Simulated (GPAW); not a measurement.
# zigzag W chain, bond 2.395 A: a list in the functional, part 2 of 2

Two starts of zigzag W chain, bond 2.395 A are run at each set of the functional. What moves?

GPAW 26.7.0; several functionals; plane waves with GPAW's PAW setups, scalar-relativistic.

So far, largest spin moment in the augmentation sphere (μB): step 5 (rung 2 (PBE), start antiferro +-) 0.461.

## 7. Set 3 (revPBE), start antiferro +-

Level of this step: revPBE; plane waves with GPAW's PAW setups, scalar-relativistic (GPAW).

Contents of order2.py:

```python
import json
import numpy as np
from ase import Atoms
from ase.parallel import paropen, parprint
from gpaw import GPAW

atoms = Atoms(['W', 'W'],
    cell=[[12.0, 0.0, 0.0],
         [0.0, 12.0, 0.0],
         [0.0, 0.0, 2.874]],
    scaled_positions=[[0.42016667, 0.5, 0.0],
         [0.57983333, 0.5, 0.5]],
    pbc=True,
    magmoms=[1.0, -1.0])
atoms.calc = GPAW(mode={'name': 'pw', 'ecut': 600},
    xc='revPBE',
    kpts={'size': (1, 1, 10), 'gamma': True},
    occupations={'name': 'fermi-dirac', 'width': 0.1},
    convergence={'density': 1e-05, 'energy': 1e-05},
    maxiter=200,
    symmetry={'tolerance': 1e-4},
    txt='order2.txt')
e = atoms.get_potential_energy(force_consistent=True)
res = {'free_energy': e, 'energy_sigma0': atoms.get_potential_energy(), 'fermi_energy': atoms.calc.get_fermi_level()}
res['moments'] = atoms.get_magnetic_moments().tolist()
res['total'] = atoms.get_magnetic_moment()
parprint('site moments (muB):', np.round(res['moments'], 3))
parprint(f"total moment: {res['total']:.3f} muB")
parprint(f'free energy: {e:.6f} eV')
atoms.calc.write('order2.gpw')
with paropen('results.json', 'w') as f:
    json.dump(res, f)
```

Command:

```console
$ OMP_NUM_THREADS=1 python3 order2.py > order2.log
```

What it wrote:

```text
site moments (muB): [ 0.652 -0.652]
total moment: -0.000 muB
free energy: -14.743626 eV

--- order2.txt ---
Input parameters:
  mode=PW(ecut=600),
  convergence={'density': 1e-05, 'energy': 1e-05},
  kpts=MonkhorstPack(size=(1, 1, 10), gamma=True),
  maxiter=200,
  occupations=Occupations(name='fermi-dirac', width=0.1),
  symmetry=Symmetry(tolerance=0.0001),
  xc=XC(name='revPBE')

Diagonalizing LCAO Hamiltonian
[...]
|          8 |        -7.912 |     1.000 |        -7.912 |     1.000 |
|          9 |        -7.333 |     1.000 |        -7.333 |     1.000 |
[...]
|         17 |        -1.351 |     0.000 |        -1.351 |     0.000 |
|         18 |        -1.250 |     0.000 |        -1.250 |     0.000 |
|         19 |         0.264 |     0.000 |         0.264 |     0.000 |
|         20 |         0.588 |     0.000 |         0.588 |     0.000 |

No gap
No difference between direct/indirect transitions


[key lines of the parts left out:]
Free energy:     -14.743626
Converged in 22 steps
dipole moment: (0.000021, 0.000024, -10.699873)  # |e|*Ang
Fermi level: -2.417
```

Elapsed: 1.8 min, on 1 MPI rank of Arm Neoverse V2, shared host; peak memory 0.43 GiB.

Read from the output:

```
magnetization  : 0 μB
final state    : antiferromagnetic
largest moment : 0.6525 μB
```

This start lies -15.7 meV a seeded atom from the first, a change of -10.8 meV since set 2; its largest moment is 0.652 μB.

## 8. Set 4 (RPBE), start ferro ++

Contents of order1.py:

```python
import json
import numpy as np
from ase import Atoms
from ase.parallel import paropen, parprint
from gpaw import GPAW

atoms = Atoms(['W', 'W'],
    cell=[[12.0, 0.0, 0.0],
         [0.0, 12.0, 0.0],
         [0.0, 0.0, 2.874]],
    scaled_positions=[[0.42016667, 0.5, 0.0],
         [0.57983333, 0.5, 0.5]],
    pbc=True,
    magmoms=[1.0, 1.0])
atoms.calc = GPAW(mode={'name': 'pw', 'ecut': 600},
    xc='RPBE',
    kpts={'size': (1, 1, 10), 'gamma': True},
    occupations={'name': 'fermi-dirac', 'width': 0.1},
    convergence={'density': 1e-05, 'energy': 1e-05},
    maxiter=200,
    symmetry={'tolerance': 1e-4},
    txt='order1.txt')
e = atoms.get_potential_energy(force_consistent=True)
res = {'free_energy': e, 'energy_sigma0': atoms.get_potential_energy(), 'fermi_energy': atoms.calc.get_fermi_level()}
res['moments'] = atoms.get_magnetic_moments().tolist()
res['total'] = atoms.get_magnetic_moment()
parprint('site moments (muB):', np.round(res['moments'], 3))
parprint(f"total moment: {res['total']:.3f} muB")
parprint(f'free energy: {e:.6f} eV')
atoms.calc.write('order1.gpw')
with paropen('results.json', 'w') as f:
    json.dump(res, f)
```

Command:

```console
$ OMP_NUM_THREADS=1 python3 order1.py > order1.log
```

What it wrote:

```text
site moments (muB): [0. 0.]
total moment: 0.000 muB
free energy: -14.595215 eV

--- order1.txt ---
Input parameters:
  mode=PW(ecut=600),
  convergence={'density': 1e-05, 'energy': 1e-05},
  kpts=MonkhorstPack(size=(1, 1, 10), gamma=True),
  maxiter=200,
  occupations=Occupations(name='fermi-dirac', width=0.1),
  symmetry=Symmetry(tolerance=0.0001),
  xc=XC(name='RPBE')

Diagonalizing LCAO Hamiltonian
[...]
|          8 |        -7.899 |     1.000 |        -7.899 |     1.000 |
|          9 |        -7.367 |     1.000 |        -7.367 |     1.000 |
[...]
|         18 |        -1.418 |     0.000 |        -1.418 |     0.000 |
|         19 |         0.219 |     0.000 |         0.219 |     0.000 |
|         20 |         0.451 |     0.000 |         0.451 |     0.000 |
|         21 |         1.324 |     0.000 |         1.324 |     0.000 |

No gap
No difference between direct/indirect transitions


[key lines of the parts left out:]
Free energy:     -14.595215
Converged in 19 steps
dipole moment: (0.000023, 0.000024, -10.699347)  # |e|*Ang
Fermi level: -2.394
```

The job ended after 95 s (1 MPI rank; peak memory 0.44 GiB).

This step gave:

```
final state : non-magnetic
```

After 19 cycles the seed has died away: no moment is left.

## 9. Set 4 (RPBE), start antiferro +-

order2.py is the script of step 7 with these lines changed:

```diff
@@ -15,3 +15,3 @@
 atoms.calc = GPAW(mode={'name': 'pw', 'ecut': 600},
-    xc='revPBE',
+    xc='RPBE',
     kpts={'size': (1, 1, 10), 'gamma': True},
```

Command:

```console
$ OMP_NUM_THREADS=1 python3 order2.py > order2.log
```

What it wrote:

```text
site moments (muB): [ 0.705 -0.705]
total moment: 0.000 muB
free energy: -14.636389 eV

--- order2.txt ---
Input parameters:
  mode=PW(ecut=600),
  convergence={'density': 1e-05, 'energy': 1e-05},
  kpts=MonkhorstPack(size=(1, 1, 10), gamma=True),
  maxiter=200,
  occupations=Occupations(name='fermi-dirac', width=0.1),
  symmetry=Symmetry(tolerance=0.0001),
  xc=XC(name='RPBE')

Diagonalizing LCAO Hamiltonian
[...]
|          8 |        -7.896 |     1.000 |        -7.896 |     1.000 |
|          9 |        -7.304 |     1.000 |        -7.304 |     1.000 |
[...]
|         17 |        -1.298 |     0.000 |        -1.298 |     0.000 |
|         18 |        -1.222 |     0.000 |        -1.222 |     0.000 |
|         19 |         0.247 |     0.000 |         0.247 |     0.000 |
|         20 |         0.626 |     0.000 |         0.626 |     0.000 |

No gap
No difference between direct/indirect transitions


[key lines of the parts left out:]
Free energy:     -14.636389
Converged in 20 steps
dipole moment: (0.000024, 0.000024, -10.695497)  # |e|*Ang
Fermi level: -2.398
```

It took 96 s on 1 MPI rank; peak memory 0.43 GiB.

Numbers from this step:

| Quantity | Value |
| --- | --- |
| magnetization | 0 μB |
| final state | antiferromagnetic |
| largest moment | 0.7048 μB |

This start lies -20.6 meV a seeded atom from the first, a change of -4.8 meV since set 3; its largest moment is 0.705 μB.

## 10. The sets together

List, by row:

| set | functional | state from the first start | state from the second start | second less first (meV a seeded atom) | moment, first (μB) | moment, second (μB) | CPU time (s) |
| --- | --- | --- | --- | --- | --- | --- | --- |
| 1 | LDA | non-magnetic | non-magnetic | 0 | 0 | 0 | 179.6 |
| 2 | PBE | non-magnetic | antiferromagnetic | -4.91 | 0 | 0.4606 | 191.3 |
| 3 | revPBE | non-magnetic | antiferromagnetic | -15.74 | 0 | 0.6525 | 200.4 |
| 4 | RPBE | non-magnetic | antiferromagnetic | -20.59 | 0 | 0.7048 | 191.3 |

## 11. What came out

| Quantity | Value |
| --- | --- |
| range of the moment in the table, second start | 0 to 0.705 μB |
| range of CPU time | 3 min to 3.3 min |
| range of the energy difference | -20.6 to 0 meV a seeded atom |

For the second start the functionals give moments from 0 to 0.705 μB and energy differences from -20.6 to 0 meV a seeded atom, a spread that no finer setting would remove; all use the same cell, so differences in their own lattice constants don't enter. Not all sets end in the same states, so some differences compare unlike states.

[Long decimals in the printed logs are rounded to 6 places.]

[Logs and program files are shortened in this print: banners, set-up blocks, solver, clock and traceback lines can be left out without a mark of their own.]

[Logs are printed without paths, hosts, clocks, repeated set-up lines and the standing remarks that a program may print on its own settings, such as how far it seeks lower states.]

[Hosts, paths, dates, database ids (printed as entryN), source tags and the programs' standing remarks are cut or masked in the printed files.]

[Where the starting crystal was built by hand or by swapping elements, it need not be the compound's stable phase.]

[Where a cell is said to come from a database of computed structures, the database is the Materials Project.]

[Runs that the program refused, that were killed for memory or that had too few empty states are not shown or counted.]

[Lattice constants of own cells that a recipe calls measured were typed without a cited source.]
